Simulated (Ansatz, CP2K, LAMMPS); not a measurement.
# Aqueous K+ and Br-, 5.4 mol of salt per kg of water at 360 K (131 atoms) in CP2K, part 2 of 2

Aim: run aqueous K+ and Br-, 5.4 mol of salt per kg of water at 360 K (131 atoms) in CP2K and see how near its forces come to a plane-wave reference, and at what cost.

Program: CP2K 2026.2; the method stands at each step. Banners, paths, timers and routine set-up lines are dropped from the logs unmarked, and long logs keep their key lines alone; longer cuts are marked.

So far. Step 2 (PBE, DZVP-UZH, 600/50 Ry, OT DIIS): Forces lie 24 % from the reference's, at 11 times its CPU time. Step 3 (GFN1-xTB, OT DIIS): Against the first run (24 %), the force difference from the reference is 64 %, at 0.0077 times the CPU time (on 1 against 4 cores) (17 SCF steps against 35); the model has changed, so this is no error of the program alone.

### Step 4. PBE, SZV-MOLOPT-SR, 600/50 Ry, OT DIIS

Method: Kohn-Sham DFT, PBE, GTH-PBE pseudopotentials, Gaussian and plane waves, SZV-MOLOPT-SR-GTH, orbital transformation.

Contents of input.inp:

```
&GLOBAL
  PROJECT cell
  RUN_TYPE ENERGY_FORCE
  PRINT_LEVEL LOW
&END GLOBAL
&FORCE_EVAL
  METHOD QS
  STRESS_TENSOR ANALYTICAL
  &DFT
    BASIS_SET_FILE_NAME BASIS_MOLOPT
    POTENTIAL_FILE_NAME GTH_POTENTIALS
    &MGRID
      CUTOFF 600
      REL_CUTOFF 50
      NGRIDS 5
    &END MGRID
    &QS
      EPS_DEFAULT 1.0E-12
    &END QS
    &SCF
      SCF_GUESS ATOMIC
      EPS_SCF 1.0E-06
      MAX_SCF 30
      &OT
        MINIMIZER DIIS
        PRECONDITIONER FULL_ALL
        ENERGY_GAP 0.001
      &END OT
      &OUTER_SCF
        EPS_SCF 1.0E-06
        MAX_SCF 8
      &END OUTER_SCF
      &PRINT
        &RESTART OFF
        &END RESTART
      &END PRINT
    &END SCF
    &XC
      &XC_FUNCTIONAL PBE
      &END XC_FUNCTIONAL
    &END XC
    &PRINT
      &MULLIKEN ON
      &END MULLIKEN
      &HIRSHFELD ON
        SHAPE_FUNCTION DENSITY
      &END HIRSHFELD
      &MO_CUBES
        NHOMO 1
        NLUMO 4
        WRITE_CUBE F
      &END MO_CUBES
    &END PRINT
  &END DFT
  &SUBSYS
    &CELL
      A 11.33480 0.00000 0.00000
      B 0.00000 11.33480 0.00000
      C 0.00000 0.00000 11.33480
    &END CELL
    &TOPOLOGY
      COORD_FILE_NAME structure.xyz
      COORD_FILE_FORMAT XYZ
    &END TOPOLOGY
    &KIND O
      BASIS_SET SZV-MOLOPT-SR-GTH-q6
      POTENTIAL GTH-PBE-q6
    &END KIND
    &KIND H
      BASIS_SET SZV-MOLOPT-SR-GTH-q1
      POTENTIAL GTH-PBE-q1
    &END KIND
    &KIND K
      BASIS_SET SZV-MOLOPT-SR-GTH-q9
      POTENTIAL GTH-PBE-q9
    &END KIND
    &KIND Br
      BASIS_SET SZV-MOLOPT-SR-GTH-q7
      POTENTIAL GTH-PBE-q7
    &END KIND
  &END SUBSYS
  &PRINT
    &FORCES ON
    &END FORCES
    &STRESS_TENSOR ON
    &END STRESS_TENSOR
  &END PRINT
&END FORCE_EVAL
```

Contents of structure.xyz:

```xyz
131

[... 131 atom lines left out: the same atoms as in the first run ...]
```

On the command line:

```console
$ OMP_NUM_THREADS=2 cp2k.psmp -i input.inp > output.txt
```

Numbers of over 12 decimals in the logs are rounded to 6 here.

What it wrote:

```text
CP2K| version string:                                       CP2K version 2026.2
 CP2K| Input file name                                                 input.inp
 GLOBAL| Basis set file name                                        BASIS_MOLOPT
 GLOBAL| Potential file name                                      GTH_POTENTIALS
[... lines left out ...]
  Total energy:                                              -870.489668
[... lines left out ...]
  Step     Update method      Time    Convergence         Total energy    Change
[... lines left out ...]
  *** SCF run converged in     6 steps ***
[... lines left out ...]
  Total energy:                                              -870.525748
[... lines left out ...]
  outer SCF loop converged in   2 iterations or   36 steps
[... lines left out ...]
 Fermi Energy [eV] :    1.115800
[... lines left out ...]
 OT| Eigensolver reached convergence in 51 iterations
[... lines left out ...]
 ENERGY| Total FORCE_EVAL ( QS ) energy [hartree]           -870.525748
[... lines left out ...]
 FORCES|      1 -3.56318922E-02  4.06441493E-02  1.24531143E-02   5.54676362E-02
 FORCES|      2  3.01800441E-02 -2.19395389E-02  1.50929018E-02   4.02489021E-02
 FORCES|      3  3.18792134E-03 -1.47776663E-02 -2.39533311E-02   2.83249772E-02
[...]
FORCES|    130 -2.84892628E-03  1.07267363E-02 -2.88845984E-03   1.14683239E-02
 FORCES|    131  1.50762178E-03  3.86212736E-03  5.09189711E-03   6.56630546E-03
 FORCES| Sum    -5.46551518E-03 -3.37073562E-03 -5.57457712E-03
 FORCES| Total atomic force                                       8.50350662E-03
 STRESS| Analytical stress tensor [bar]
 STRESS|                        x                   y                   z
 STRESS|      x        5.84585649558E+04  -6.94908331468E+01   1.96406827431E+03
 STRESS|      y       -6.94908331468E+01   5.87871293111E+04   1.70629116343E+03
 STRESS|      z        1.96406827431E+03   1.70629116343E+03   5.82169459226E+04
 STRESS| 1/3 Trace                                             5.84875467298E+04
```

It took 3.3 min on 2 threads of Arm Neoverse V2, shared host; peak memory 2.2 GiB; 6 min of CPU time.

Compared with the plane-wave run:

```
r.m.s. force component                           : 1.323 eV/Å
r.m.s. difference of force components            : 1659 meV/Å
longest difference of force vectors              : 3253 meV/Å
force difference over r.m.s. force               : 313.6 %
slope of forces against the reference's          : -1.287
correlation of force components                  : -0.5143
gap (highest filled to lowest empty level) : 2.295 eV
gap difference                                   : -0.8701 eV
pressure                                         : 5.849 GPa
pressure difference                              : 7.886 GPa
```

This is a coarse setting, run to see what it loses.

Against the first run (24 %), the force difference from the reference is 314 %, at 0.58 times the CPU time (on 2 against 4 cores), with 282 basis functions against 1051; this set comes with other potentials too, so the change isn't the basis's alone.

### Step 5. PBE, DZVP-MOLOPT-SR, 600/50 Ry, OT DIIS

Method: Kohn-Sham DFT, PBE, GTH-PBE pseudopotentials, Gaussian and plane waves, DZVP-MOLOPT-SR-GTH, orbital transformation.

Edit input.inp of step 4 so:

```diff
@@ -60,8 +60,32 @@
     &END CELL
-    &TOPOLOGY
-      COORD_FILE_NAME structure.xyz
-      COORD_FILE_FORMAT XYZ
-    &END TOPOLOGY
+    &COORD
+      SCALED
+      O 0.45081 0.68580 0.85751
+      H 0.51181 0.65453 0.91305
+      H 0.44716 0.63442 0.78588
+      O 0.84692 0.67121 0.84507
+      H 0.88358 0.59097 0.84459
+      H 0.85699 0.70862 0.76580
+      O 0.99843 0.01988 0.19395
+      H 0.92769 0.02878 0.14199
+      H 0.97949 0.96483 0.26024
+      O 0.45774 0.76623 0.12788
+      H 0.54154 0.75831 0.10145
+      H 0.40929 0.70201 0.09166
+      O 0.10688 0.52576 0.76655
+      H 0.07902 0.60570 0.79140
+      H 0.16467 0.53400 0.70040
+      O 0.35843 0.08923 0.83555
+      H 0.43478 0.09410 0.87949
+      H 0.29216 0.11209 0.88912
+      O 0.21053 0.54182 0.55504
+      H 0.13785 0.57737 0.51985
+[... 107 atom lines left out ...]
+      Br 0.71460 0.34371 0.67262
+      Br 0.69033 0.96979 0.34762
+      Br 0.12591 0.86022 0.45351
+      Br 0.92596 0.35916 0.96623
+    &END COORD
     &KIND O
-      BASIS_SET SZV-MOLOPT-SR-GTH-q6
+      BASIS_SET DZVP-MOLOPT-SR-GTH-q6
       POTENTIAL GTH-PBE-q6
@@ -69,3 +93,3 @@
     &KIND H
-      BASIS_SET SZV-MOLOPT-SR-GTH-q1
+      BASIS_SET DZVP-MOLOPT-SR-GTH-q1
       POTENTIAL GTH-PBE-q1
@@ -73,3 +97,3 @@
     &KIND K
-      BASIS_SET SZV-MOLOPT-SR-GTH-q9
+      BASIS_SET DZVP-MOLOPT-SR-GTH-q9
       POTENTIAL GTH-PBE-q9
@@ -77,3 +101,3 @@
     &KIND Br
-      BASIS_SET SZV-MOLOPT-SR-GTH-q7
+      BASIS_SET DZVP-MOLOPT-SR-GTH-q7
       POTENTIAL GTH-PBE-q7
```

On the command line:

```console
$ OMP_NUM_THREADS=1 mpirun -np 4 cp2k.psmp -i input.inp > output.txt
```

What it wrote:

```text
CP2K| version string:                                       CP2K version 2026.2
 CP2K| Input file name                                                 input.inp
 GLOBAL| Basis set file name                                        BASIS_MOLOPT
 GLOBAL| Potential file name                                      GTH_POTENTIALS
 GLOBAL| Run type                                                   ENERGY_FORCE
 GLOBAL| Total number of message passing processes                             4
 GLOBAL| Number of threads for this process                                    1
[... lines left out ...]
 Number of electrons:                                                        392
[... lines left out ...]
  Step     Update method      Time    Convergence         Total energy    Change
[... lines left out ...]
  Total energy:                                              -873.694945
[... lines left out ...]
  Step     Update method      Time    Convergence         Total energy    Change
[... lines left out ...]
  *** SCF run converged in     4 steps ***
[... lines left out ...]
  Total energy:                                              -873.695325
[... lines left out ...]
  outer SCF loop converged in   2 iterations or   34 steps
[... lines left out ...]
 Fermi Energy [eV] :   -0.982231
  Using OT eigensolver for additional unoccupied orbitals spin            1
  Lowest Eigenvalues of the unoccupied subspace spin            1
 OT| Eigensolver reached convergence in 199 iterations
       0.09221609      0.14392159      0.14601101      0.14822937
 HOMO - LUMO gap [eV] :    3.491558
 ENERGY| Total FORCE_EVAL ( QS ) energy [hartree]           -873.695325
 FORCES| Atomic forces [hartree/bohr]
 FORCES|   Atom     x               y               z               |f|
 FORCES|      1 -1.14268094E-03 -7.08907963E-03  2.45264935E-03   7.58790212E-03
 FORCES|      2 -9.93313203E-03 -4.86910100E-03 -2.27181845E-02   2.52683826E-02
 FORCES|      3  8.21953635E-03  1.35542273E-02  2.21234642E-02   2.72162732E-02
[...]
FORCES|    130  6.01572765E-04  1.00037802E-02 -3.16979681E-03   1.05111903E-02
 FORCES|    131 -9.00086895E-05  8.19555080E-04  8.64930667E-04   1.19493814E-03
 FORCES| Sum    -5.49155699E-03 -9.60983642E-04 -3.95501004E-03
 FORCES| Total atomic force                                       6.83540724E-03
 STRESS| Analytical stress tensor [bar]
 STRESS|                        x                   y                   z
 STRESS|      x       -1.49505082873E+04  -1.28715377012E+03  -5.46781854312E+03
 STRESS|      y       -1.28715377012E+03  -2.18085913163E+04  -1.36111675667E+03
 STRESS|      z       -5.46781854312E+03  -1.36111675667E+03  -2.18348545785E+04
 STRESS| 1/3 Trace                                            -1.95313180607E+04
```

Elapsed: 2.7 min, on 4 MPI ranks; peak memory 3.5 GiB.

Numbers from this run, and their distance from the reference:

```yaml
r_m_s_force_component: 0.5186 eV/Å
r_m_s_difference_of_force_components: 34.48 meV/Å
longest_difference_of_force_vectors: 138.2 meV/Å
force_difference_over_r_m_s_force: 6.52 %
slope_of_forces_against_the_reference_s: 0.9787
correlation_of_force_components: 0.998
spacing_of_highest_filled_and_lowest_empty_level: 3.492 eV
gap_difference: 0.327 eV
pressure: -1.953 GPa
pressure_difference: 0.0838 GPa
```

Against the first run (24 %), the force difference from the reference is 6.5 %, at 1.1 times the CPU time, with 1051 basis functions against 1051; this set comes with other potentials too, so the change isn't the basis's alone.

### Step 6. PBE, DZVP-UZH, 210/50 Ry, OT DIIS

Method: Kohn-Sham DFT, PBE, GTH-PBE pseudopotentials, Gaussian and plane waves, DZVP-MOLOPT (UZH set), orbital transformation.

Edit input.inp of step 5 so:

```diff
@@ -9,8 +9,7 @@
   &DFT
-    BASIS_SET_FILE_NAME BASIS_MOLOPT
-    POTENTIAL_FILE_NAME GTH_POTENTIALS
+    BASIS_SET_FILE_NAME BASIS_MOLOPT_UZH
+    POTENTIAL_FILE_NAME POTENTIAL_UZH
     &MGRID
-      CUTOFF 600
+      CUTOFF 210
       REL_CUTOFF 50
-      NGRIDS 5
     &END MGRID
@@ -60,8 +59,8 @@
     &END CELL
-    &COORD
-      SCALED
-[... 131 atom lines left out: the same atoms as in the first run ...]
-    &END COORD
+    &TOPOLOGY
+      COORD_FILE_NAME structure.xyz
+      COORD_FILE_FORMAT XYZ
+    &END TOPOLOGY
     &KIND O
-      BASIS_SET DZVP-MOLOPT-SR-GTH-q6
+      BASIS_SET DZVP-MOLOPT-PBE-GTH-q6
       POTENTIAL GTH-PBE-q6
@@ -69,3 +68,3 @@
     &KIND H
-      BASIS_SET DZVP-MOLOPT-SR-GTH-q1
+      BASIS_SET DZVP-MOLOPT-PBE-GTH-q1
       POTENTIAL GTH-PBE-q1
@@ -73,3 +72,3 @@
     &KIND K
-      BASIS_SET DZVP-MOLOPT-SR-GTH-q9
+      BASIS_SET DZVP-MOLOPT-PBE-GTH-q9
       POTENTIAL GTH-PBE-q9
@@ -77,3 +76,3 @@
     &KIND Br
-      BASIS_SET DZVP-MOLOPT-SR-GTH-q7
+      BASIS_SET DZVP-MOLOPT-PBE-GTH-q7
       POTENTIAL GTH-PBE-q7
```

structure.xyz is that of step 4.

On the command line:

```console
$ OMP_NUM_THREADS=2 cp2k.psmp -i input.inp > output.txt
```

What it wrote:

```text
CP2K| version string:                                       CP2K version 2026.2
 CP2K| Input file name                                                 input.inp
 GLOBAL| Basis set file name                                    BASIS_MOLOPT_UZH
 GLOBAL| Potential file name                                       POTENTIAL_UZH
 GLOBAL| Run type                                                   ENERGY_FORCE
 GLOBAL| Total number of message passing processes                             1
 GLOBAL| Number of threads for this process                                    2
 TOTAL NUMBERS AND MAXIMUM NUMBERS
  Total number of            - Atomic kinds:                                   4
                             - Atoms:                                        131
[... lines left out ...]
 Number of electrons:                                                        392
[... lines left out ...]
  Step     Update method      Time    Convergence         Total energy    Change
[... lines left out ...]
  Total energy:                                              -873.631328
[... lines left out ...]
  Step     Update method      Time    Convergence         Total energy    Change
[... lines left out ...]
  *** SCF run converged in     5 steps ***
[... lines left out ...]
  Total energy:                                              -873.632443
[... lines left out ...]
  outer SCF loop converged in   2 iterations or   35 steps
[... lines left out ...]
  Total Charge                                                           -0.000
 !-----------------------------------------------------------------------------!
  Eigenvalues of the occupied subspace spin            1
      -1.12286985     -1.10809796     -1.10692175     -1.07829485
      -0.78586460     -0.78211579     -0.78031430     -0.77920916
      -0.77875957     -0.77571531     -0.77556915     -0.77249125
[...]
-0.04927006     -0.04779053     -0.04461847     -0.03709515
 Fermi Energy [eV] :   -1.009410
  Using OT eigensolver for additional unoccupied orbitals spin            1
  Lowest Eigenvalues of the unoccupied subspace spin            1
 OT| Eigensolver reached convergence in 283 iterations
       0.07740556      0.13176636      0.13345320      0.13874081
 HOMO - LUMO gap [eV] :    3.115723
 ENERGY| Total FORCE_EVAL ( QS ) energy [hartree]           -873.632443
 FORCES| Atomic forces [hartree/bohr]
 FORCES|   Atom     x               y               z               |f|
 FORCES|      1 -7.14218367E-04  6.15352650E-03  1.74947435E-03   6.43713110E-03
 FORCES|      2 -6.57591333E-03 -5.85586034E-03 -1.92988643E-02   2.12127297E-02
 FORCES|      3  7.00363477E-03  1.22009233E-02  1.86706433E-02   2.33774753E-02
[...]
FORCES|    130  9.13144980E-04  9.49573817E-03 -3.18643679E-03   1.00576467E-02
 FORCES|    131 -5.23205979E-04  6.81201192E-04  5.28880853E-04   1.00870933E-03
 FORCES| Sum    -9.38556296E-03  2.47396232E-02 -9.07755910E-03
 FORCES| Total atomic force                                       2.79739133E-02
 STRESS| Analytical stress tensor [bar]
 STRESS|                        x                   y                   z
 STRESS|      x       -7.17419775563E+03  -8.44100122492E+02  -5.07213069260E+03
 STRESS|      y       -8.44100122492E+02  -1.26404559960E+04  -1.24183474799E+03
 STRESS|      z       -5.07213069260E+03  -1.24183474799E+03  -1.36362750581E+04
 STRESS| 1/3 Trace                                            -1.11503096033E+04
```

The job ended after 3.8 min (2 threads; peak memory 0.69 GiB).

Compared with the plane-wave run:

* r.m.s. force component: 0.4523 eV/Å
* r.m.s. difference of force components: 151.4 meV/Å
* longest difference of force vectors: 699.3 meV/Å
* force difference over r.m.s. force: 28.63 %
* slope of forces against the reference's: 0.8247
* correlation of force components: 0.9643
* gap (highest filled to lowest empty level): 3.116 eV
* gap difference: -0.0489 eV
* pressure: -1.115 GPa
* pressure difference: 0.9219 GPa
* energy less the same-level run's: -7.39 meV/atom
* r.m.s. force difference from the same-level run: 81.35 meV/Å

This is a coarse setting, run to see what it loses.

Against the first run (24 %), the force difference from the reference is 29 %, at 0.71 times the CPU time (on 2 against 4 cores): the grid matters here.

The forces add up to 1.4 eV/Å instead of zero, usually a sign of too coarse a grid.

### Step 7. Side by side

Differences are against the plane-wave reference, forces as r.m.s. over components; share is that over the reference's r.m.s. force, slope the least-squares factor from reference forces to these. Total energies of different programs have different zeros and aren't compared.

```csv
run,"Δ force, r.m.s. (meV/Å)",share (%),slope,Δ pressure (GPa),Δ gap (eV),cores,CPU time,memory (GiB)
reference,-,-,-,-,-,4,57 s,1.7
"CP2K PBE, DZVP-UZH, 600/50 Ry, OT DIIS",124,23.5,0.845,0.745,-0.0264,4,10 min,3.5
"CP2K GFN1-xTB, OT DIIS",339,64.2,1.144,-3.86,-,1,4.8 s,0.44
"CP2K PBE, SZV-MOLOPT-SR, 600/50 Ry, OT DIIS (coarse)",1659,314,-1.287,7.89,-0.870,2,6 min,2.2
"CP2K PBE, DZVP-MOLOPT-SR, 600/50 Ry, OT DIIS",34.5,6.52,0.979,0.0838,0.327,4,11 min,3.5
"CP2K PBE, DZVP-UZH, 210/50 Ry, OT DIIS (coarse)",151,28.6,0.825,0.922,-0.0489,2,7.4 min,0.69
```

Rows marked coarse were listed beforehand as settings not expected to be converged; some can still land near the reference.

CPU time is summed over cores on a shared host, where runs went side by side, so it is rough. Symmetry, cutoffs, thresholds, outputs and thread counts weren't matched or tuned between programs; memory under MPI is the largest rank's times the ranks.

Mean charges by element (e), by run and scheme:

```csv
run,scheme,O,H,K,Br
reference,Löwdin,-0.70,+0.39,+0.82,-0.60
"CP2K PBE, DZVP-UZH, 600/50 Ry, OT DIIS",Mulliken,-0.59,+0.29,+0.72,-0.64
"CP2K PBE, DZVP-UZH, 600/50 Ry, OT DIIS",Hirshfeld,-0.25,+0.12,+0.34,-0.25
"CP2K GFN1-xTB, OT DIIS",Mulliken,-0.71,+0.34,+0.68,-0.43
"CP2K PBE, DZVP-MOLOPT-SR, 600/50 Ry, OT DIIS",Mulliken,-0.32,+0.15,+0.74,-0.63
"CP2K PBE, DZVP-MOLOPT-SR, 600/50 Ry, OT DIIS",Hirshfeld,-0.25,+0.12,+0.35,-0.26
```

The reference's Löwdin charges lack the electrons that the projection spills, 0.029 e an atom on average.

Within one program, basis, potentials and functional, energies share a zero. Each run against its twin at the usual cutoff or grid and solver:

```csv
run,twin,Δ energy (meV/atom),"Δ force, r.m.s. (meV/Å)",CPU time over the twin's
"CP2K PBE, DZVP-UZH, 210/50 Ry, OT DIIS","DZVP-UZH, 600/50 Ry, OT DIIS",-7.39,81.3,0.71 (this twin ran on 4 cores)
```

### Step 8. Outcome

```
nearest in forces : CP2K PBE, DZVP-MOLOPT-SR, 600/50 Ry, OT DIIS, 6.5 %
its CPU time      : 11 min
```

The PBE runs in local orbitals, coarse settings apart, differ by 6.5 % (CP2K PBE, DZVP-MOLOPT-SR, 600/50 Ry, OT DIIS) to 24 % (CP2K PBE, DZVP-UZH, 600/50 Ry, OT DIIS); basis, grid and potentials can all enter. Tight binding differs by 64 % (CP2K GFN1-xTB, OT DIIS); it is another model, with fitted parameters of its own, and the xTB methods hold dispersion. Runs with settings chosen to be coarse differ by 29 % (CP2K PBE, DZVP-UZH, 210/50 Ry, OT DIIS) to 314 % (CP2K PBE, SZV-MOLOPT-SR, 600/50 Ry, OT DIIS), their programs' other errors included. One electronic-structure run takes under half the reference's CPU time: CP2K GFN1-xTB, OT DIIS, at 64 % in 4.8 s against 57 s, too far off to be of use; its pressure misses by -3.9 GPa. CP2K PBE, DZVP-UZH, 210/50 Ry, OT DIIS softens the forces by a factor of 0.82 while following their directions (correlation 0.964). In CP2K PBE, DZVP-UZH, 600/50 Ry, OT DIIS the difference has nearly one length on every H (0.21 eV/Å) and points along its bond, outwards: this method prefers longer bonds, and stiff bonds to hydrogen turn a small shift into a large force. At the same functional, gaps differ from the reference's 3.16 eV by between -0.87 and +0.33 eV. In pressure, CP2K PBE, SZV-MOLOPT-SR, 600/50 Ry, OT DIIS misses by +7.9 GPa, at the same functional. Charges hang on model, scheme and program or settings: among these rows the mean for K runs from +0.34 to +0.82 e. Periodic xTB results under one method name differ between programs and library versions. With short bonds to hydrogen, sets of potentials differ among themselves by several per cent in forces even at converged cutoffs, so the reference isn't exact here either. The network of contacts between molecules at the start is that of the classical potential that made the cell, and needn't be the one that DFT or experiment would give. The reference's PBE has no dispersion term, which matters for the binding between molecules or layers. The density was typed from a rule of thumb and may lie off the real one at this temperature. The electronic-structure runs sample only Γ, in a cell whose shortest periodic width is 11 Å.

[Also dropped from logs without a mark: logging warnings of Python, and SIESTA's first energy breakdown and zero terms.]

[Logs are printed without paths, hosts, clocks, repeated set-up lines and the standing remarks that a program may print on its own settings, such as how far it seeks lower states.]

[Hosts, paths, dates, database ids (printed as entryN), source tags and the programs' standing remarks are cut or masked in the printed files.]
